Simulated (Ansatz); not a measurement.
## How the geometry moves the gap of Al2O3 (Corundum)

How far does the choice of cell move the gap? The case is Al2O3 (Corundum).

Program: Ansatz 0.2.0. Level of theory: PBE, HSE06 and G0W0, plane waves, PAW. Values are calculated unless marked as measured.

**Experimental background.**

- Gap 8.7 eV: optical band gap of host from absorption; optical absorption, quoted from earlier work; bulk crystal (high-purity reference sample) (quoted in “Multi-petahertz electron interference in Cr:Al2O3 solid-state material”, 2018, pmc:5906618).

Report form: inputs, costs, results and the conclusion, without the logs.

## Step 1: Set-up

Symmetry: R-3c, No. 167, trigonal system. The conventional cell has a = 4.760 Å, b = 4.760 Å, c = 12.996 Å, α = 90.00°, β = 90.00°, γ = 120.00°. Al has 6 O at 1.85 to 1.97 Å nearest. Nearest to O lie 4 Al at 1.85 to 1.97 Å. Farther neighbours, and contacts between anions beyond the nearest, are not listed.

The cell and positions come from the Crystallography Open Database and are kept as given unless a step says otherwise. The default PAW set here is soft_2. Its files were made with PBE.

## Step 2: PBE bands at the given cell

Levels along a band path, at the cheap level, show where the edges lie and whether the meshes to come will hold them.

This step: DFT, PBE, plane waves, PAW.

Input file input.yaml:

```yaml
crystal:
  lattice:
    - [2.38025, 1.3742379782, 4.3318666667]
    - [-2.38025, 1.3742379782, 4.3318666667]
    - [0.0, -2.7484759565, 4.3318666667]
  atoms:
    - { symbol: Al, position: [0.35216, 0.35216, 0.35216] }
    - { symbol: Al, position: [0.14784, 0.14784, 0.14784] }
    - { symbol: Al, position: [0.64784, 0.64784, 0.64784] }
    - { symbol: Al, position: [0.85216, 0.85216, 0.85216] }
    - { symbol: O, position: [0.55668, 0.94332, 0.25] }
    - { symbol: O, position: [0.25, 0.55668, 0.94332] }
    - { symbol: O, position: [0.94332, 0.25, 0.55668] }
    - { symbol: O, position: [0.44332, 0.05668, 0.75] }
    - { symbol: O, position: [0.75, 0.44332, 0.05668] }
    - { symbol: O, position: [0.05668, 0.75, 0.44332] }
kpoints:
  mp_grid: { grid: [6, 6, 6] }
  band_path:
    path:
      - [[0.0, 0.0, 0.0], [0.5, 0.5, 0.5], [0.76623952, 0.23376048, 0.5]]
      - [[0.5, -0.23376048, 0.23376048], [0.5, 0.0, 0.0], [0.0, 0.0, 0.0], [0.36688024, -0.36688024, 0.0]]
      - [[0.63311976, 0.0, 0.36688024], [0.5, 0.0, 0.5], [0.0, 0.0, 0.0]]
    npoints: 10
hamiltonian:
  xc: pbe
scf:
  occupations: { method: fermi_dirac, width: 0.02 }
  n_extra_bands: 7
output:
  eigenvalues: true
  forces: true
  stress: true
  write_density: true
  write_potential: true
  elf: true
  volumetric_format: npy
```

On the command line:

```console
> ansatz run input.yaml --threads 3 --pin off --max-ram 92160MiB --backend cuda --events-out ev --progress --plain --runs-dir out --devices 1 --max-vram 13GiB
```

Elapsed: 7.2 s, on 1 × NVIDIA H100 80GB HBM3 (shared by 6 runs) with 3 threads of AMD EPYC 7R13 (Zen 3), shared host; peak memory 0.94 GiB.

This step gave:

* pressure: 7.343 GPa
* filled bands: 24
* gap: 6.217 eV
* valence top at: Γ
* conduction bottom at: Γ
* least direct gap: 6.217 eV

The gap is direct, at Γ. The pressure of 7 GPa says that this functional would expand the cell; it is kept.

## Step 3: Relaxing cell and ions

Gaps follow bond lengths, so the structure is brought to rest first.

input.yaml, the sections that differ from step 2:

```yaml
kpoints:
  mp_grid: { grid: [6, 6, 6] }
scf:
  occupations: { method: fermi_dirac, width: 0.02 }
relax:
  f_tol: 0.01
  max_steps: 60
  cell: {}
output:
  write_density: true
  write_potential: true
  elf: true
  volumetric_format: npy
# crystal, hamiltonian: as in step 2
```

It took 12 s on 1 × NVIDIA H100 80GB HBM3 (shared by 6 runs) with 3 threads; peak memory 0.94 GiB; 12 s of CPU time.

Relaxation path:

```tsv
step	energy less that of the first step (eV)	largest force component (eV/Å)	pressure (GPa)	volume (Å³)
1	0.0000	0.0290	7.34	85.02
2	-0.0323	0.0253	4.00	86.10
3	-0.0424	0.0109	0.13	87.44
4	-0.0421	0.0036	0.00	87.49
5	-0.0421	0.0023	0.00	87.49
6*	-0.0579	0.0017	0.32	87.49
7	-0.0574	0.0006	0.01	87.60
8*	-0.0580	0.0006	0.02	87.60
```

Relaxation steps marked * repeat the geometry before them on a plane-wave basis chosen anew for their cell, so energy and pressure can jump there.

Forces are held to the 12 operations that the program found; a distortion that breaks them can't arise in this run.

```tsv
conventional cell, symmetrised	before	after	change
a (Å)	4.760	4.809	+1.0 %
b (Å)	4.760	4.809	+1.0 %
c (Å)	12.996	13.123	+1.0 %
volume (Å³/atom)	8.50	8.76	+3.0 %
```

## Step 4: PBE at the relaxed cell

Input file input.yaml:

```yaml
crystal:
  lattice:
    - [2.4043564038, 1.3881558169, 4.3744954554]
    - [-2.4043564038, 1.3881558169, 4.3744954554]
    - [0.0, -2.7763116339, 4.3744954554]
  atoms:
    - { symbol: Al, position: [0.352145786, 0.352145786, 0.352145786] }
    - { symbol: Al, position: [0.147854214, 0.147854214, 0.147854214] }
    - { symbol: Al, position: [0.647854214, 0.647854214, 0.647854214] }
    - { symbol: Al, position: [0.852145786, 0.852145786, 0.852145786] }
    - { symbol: O, position: [0.5561701124, 0.9438298876, 0.25] }
    - { symbol: O, position: [0.25, 0.5561701124, 0.9438298876] }
    - { symbol: O, position: [0.9438298876, 0.25, 0.5561701124] }
    - { symbol: O, position: [0.4438298876, 0.0561701124, 0.75] }
    - { symbol: O, position: [0.75, 0.4438298876, 0.0561701124] }
    - { symbol: O, position: [0.0561701124, 0.75, 0.4438298876] }
kpoints:
  mp_grid: { grid: [6, 6, 6] }
  band_path:
    path:
      - [[0.0, 0.0, 0.0], [0.5, 0.5, 0.5], [0.76623952, 0.23376048, 0.5]]
      - [[0.5, -0.23376048, 0.23376048], [0.5, 0.0, 0.0], [0.0, 0.0, 0.0], [0.36688024, -0.36688024, 0.0]]
      - [[0.63311976, 0.0, 0.36688024], [0.5, 0.0, 0.5], [0.0, 0.0, 0.0]]
    npoints: 10
hamiltonian:
  xc: pbe
scf:
  occupations: { method: fermi_dirac, width: 0.02 }
  n_extra_bands: 7
output:
  eigenvalues: true
  forces: true
  stress: true
  write_density: true
  write_potential: true
  elf: true
  volumetric_format: npy
```

The job ended after 6.6 s (1 × NVIDIA H100 80GB HBM3 (shared by 6 runs) with 3 threads; peak memory 0.94 GiB).

Read from the output:

- pressure: 0.01771 GPa
- gap: 5.851 eV
- valence top at: Γ
- conduction bottom at: Γ
- least direct gap: 5.851 eV

The gap is direct, at Γ.

## Step 5: HSE06 at the relaxed cell

HSE06 mixes in a quarter of exact exchange at short range. Exchange couples all pairs of k points, which makes a full band path dear, so levels are read on the mesh and at chosen points.

This step: DFT, HSE06, plane waves, PAW.

Edit input.yaml of step 4 so:

```diff
@@ -17,13 +17,18 @@
 kpoints:
-  mp_grid: { grid: [6, 6, 6] }
+  mp_grid: { grid: [4, 4, 4] }
   band_path:
     path:
-      - [[0.0, 0.0, 0.0], [0.5, 0.5, 0.5], [0.76623952, 0.23376048, 0.5]]
-      - [[0.5, -0.23376048, 0.23376048], [0.5, 0.0, 0.0], [0.0, 0.0, 0.0], [0.36688024, -0.36688024, 0.0]]
-      - [[0.63311976, 0.0, 0.36688024], [0.5, 0.0, 0.5], [0.0, 0.0, 0.0]]
-    npoints: 10
+      - [0.0, 0.0, 0.0]
+      - [0.5, 0.5, 0.5]
+      - [0.76623952, 0.23376048, 0.5]
+      - [0.5, -0.23376048, 0.23376048]
+      - [0.5, 0.0, 0.0]
+      - [0.36688024, -0.36688024, 0.0]
+      - [0.63311976, 0.0, 0.36688024]
+      - [0.5, 0.0, 0.5]
+    npoints: 1
 hamiltonian:
-  xc: pbe
+  xc: hse06
 scf:
-  occupations: { method: fermi_dirac, width: 0.02 }
+  occupations: { method: fixed }
   n_extra_bands: 7
@@ -31,7 +36 @@
   eigenvalues: true
-  forces: true
-  stress: true
-  write_density: true
-  write_potential: true
-  elf: true
-  volumetric_format: npy
```

It took 29 s on 1 × NVIDIA H100 80GB HBM3 (shared by 6 runs) with 3 threads; peak memory 1.3 GiB.

Read from the output:

| Quantity | Value |
| --- | --- |
| gap | 7.686 eV |
| valence top at | Γ |
| conduction bottom at | Γ |
| least direct gap | 7.686 eV |

The gap stands +1.84 eV against PBE.

## Step 6: G0W0 at the relaxed cell

Now the one-shot GW correction: screening in the RPA, then the self-energy of the levels asked for.

This step: G0W0 on PBE, plane waves, PAW.

Edit input.yaml of step 5 so:

```diff
@@ -18,19 +18,11 @@
   mp_grid: { grid: [4, 4, 4] }
-  band_path:
-    path:
-      - [0.0, 0.0, 0.0]
-      - [0.5, 0.5, 0.5]
-      - [0.76623952, 0.23376048, 0.5]
-      - [0.5, -0.23376048, 0.23376048]
-      - [0.5, 0.0, 0.0]
-      - [0.36688024, -0.36688024, 0.0]
-      - [0.63311976, 0.0, 0.36688024]
-      - [0.5, 0.0, 0.5]
-    npoints: 1
 hamiltonian:
-  xc: hse06
+  xc: pbe
 scf:
   occupations: { method: fixed }
-  n_extra_bands: 7
-output:
-  eigenvalues: true
+gw:
+  n_empty_bands: 169
+  ecut_chi: 90
+  qp_bands: [v3, c3]
+  qp_kpoints: band_edges
+  screening: { model: contour_deformation }
```

Run time: 15 s. Hardware: 1 × NVIDIA H100 80GB HBM3 (shared by 6 runs) with 3 threads; peak memory 1.1 GiB; 16 s of CPU time.

This step gave:

- bands summed: 193
- RPA ε∞ on this mesh (eigenvalues): 3.141, 3.161, 3.161
- plane waves in the screening matrix: 169
- G0W0 gap on the mesh: 8.230 eV
- k of the valence top: 0, 0, 0
- k of the conduction bottom: 0, 0, 0
- starting gap on the mesh: 5.851 eV
- least direct G0W0 gap on the computed points: 8.230 eV

The gap on the mesh goes from 5.85 eV to 8.23 eV, a correction of +2.38 eV. Between the two edge states, bare exchange in place of the xc potential would open the gap by 10.64 eV, and correlation takes back 8.26 eV.

## Step 7: G0W0 at the given cell

Input file input.yaml:

```yaml
crystal:
  lattice:
    - [2.38025, 1.3742379782, 4.3318666667]
    - [-2.38025, 1.3742379782, 4.3318666667]
    - [0.0, -2.7484759565, 4.3318666667]
  atoms:
    - { symbol: Al, position: [0.35216, 0.35216, 0.35216] }
    - { symbol: Al, position: [0.14784, 0.14784, 0.14784] }
    - { symbol: Al, position: [0.64784, 0.64784, 0.64784] }
    - { symbol: Al, position: [0.85216, 0.85216, 0.85216] }
    - { symbol: O, position: [0.55668, 0.94332, 0.25] }
    - { symbol: O, position: [0.25, 0.55668, 0.94332] }
    - { symbol: O, position: [0.94332, 0.25, 0.55668] }
    - { symbol: O, position: [0.44332, 0.05668, 0.75] }
    - { symbol: O, position: [0.75, 0.44332, 0.05668] }
    - { symbol: O, position: [0.05668, 0.75, 0.44332] }
kpoints:
  mp_grid: { grid: [4, 4, 4] }
hamiltonian:
  xc: pbe
scf:
  occupations: { method: fixed }
gw:
  n_empty_bands: 164
  ecut_chi: 90
  qp_bands: [v3, c3]
  qp_kpoints: band_edges
  screening: { model: contour_deformation }
```

It took 18 s on 1 × NVIDIA H100 80GB HBM3 (shared by 6 runs) with 3 threads; peak memory 1.1 GiB.

Numbers from this step:

| Quantity | Value |
| --- | --- |
| bands summed | 188 |
| RPA ε∞ on this mesh (eigenvalues) | 3.106, 3.125, 3.125 |
| plane waves in the screening matrix | 169 |
| G0W0 gap on the mesh | 8.665 eV |
| k of the valence top | 0, 0, 0 |
| k of the conduction bottom | 0, 0, 0 |
| starting gap on the mesh | 6.217 eV |
| least direct G0W0 gap on the computed points | 8.665 eV |

The gap on the mesh goes from 6.22 eV to 8.67 eV, a correction of +2.45 eV. Between the two edge states, bare exchange in place of the xc potential would open the gap by 10.78 eV, and correlation takes back 8.33 eV.

## Step 8: Together

G0W0 rows are gaps on the mesh, lowered where the mesh misses an edge of the band path.

```tsv
level	given cell (eV)	relaxed cell (eV)	change (eV)
PBE	6.22	5.85	−0.37
HSE06	-	7.69	-
G0W0@PBE	8.67	8.23	−0.44
```

## Step 9: Summary of results

* volume change: +3.0 %
* PBE, given cell: 6.22 eV
* PBE, relaxed cell: 5.85 eV
* HSE06, relaxed cell: 7.69 eV
* G0W0@PBE, relaxed cell: 8.23 eV
* G0W0@PBE, given cell: 8.67 eV
* known limits: short of the basis limit

In words: Relaxation changes the volume by +3.0 % and the gap by −0.37 eV (PBE) and −0.44 eV (G0W0@PBE). Against experiment, by G0W0@PBE at the given cell: the gap of 8.67 eV lies −0.03 eV from the measured 8.7 eV (optical, quoted 2018). An exciton line or allowed optical edge lies below the quasiparticle gap by the binding energy; a forbidden edge can push the onset above it. The calculation has static nuclei and no excitons; a measured gap holds zero-point and thermal motion, which mostly lowers it. Bands and cutoff are finite, so the gap stands short of the basis limit, usually by up to a few tenths of an eV; the mesh is an error of its own.

[Long decimals in the printed logs are rounded to 6 places.]

[Logs are printed without paths, hosts, clocks, repeated set-up lines and the standing remarks that a program may print on its own settings, such as how far it seeks lower states.]

[Paths, hosts, dates, memory and timing lines, banners, echoed tables and standing remarks are left out of the program output; an Ansatz launch command may be rebuilt from the run's recorded settings. Measured values are a selection of at most five: reports struck by readers or far from the other reports are left out. None is set beside runs whose start may be inverted or whose files or cutoffs have a known fault.]

[Runs of the session that timed out or met a known fault of the program may be left out.]

[Cells called generated may have been cut or substituted from an entry of the Crystallography Open Database or the Materials Project.]

[Hosts, paths, dates, database ids (printed as entryN), source tags and the programs' standing remarks are cut or masked in the printed files.]

[Where the starting crystal was built by hand or by swapping elements, it need not be the compound's stable phase.]
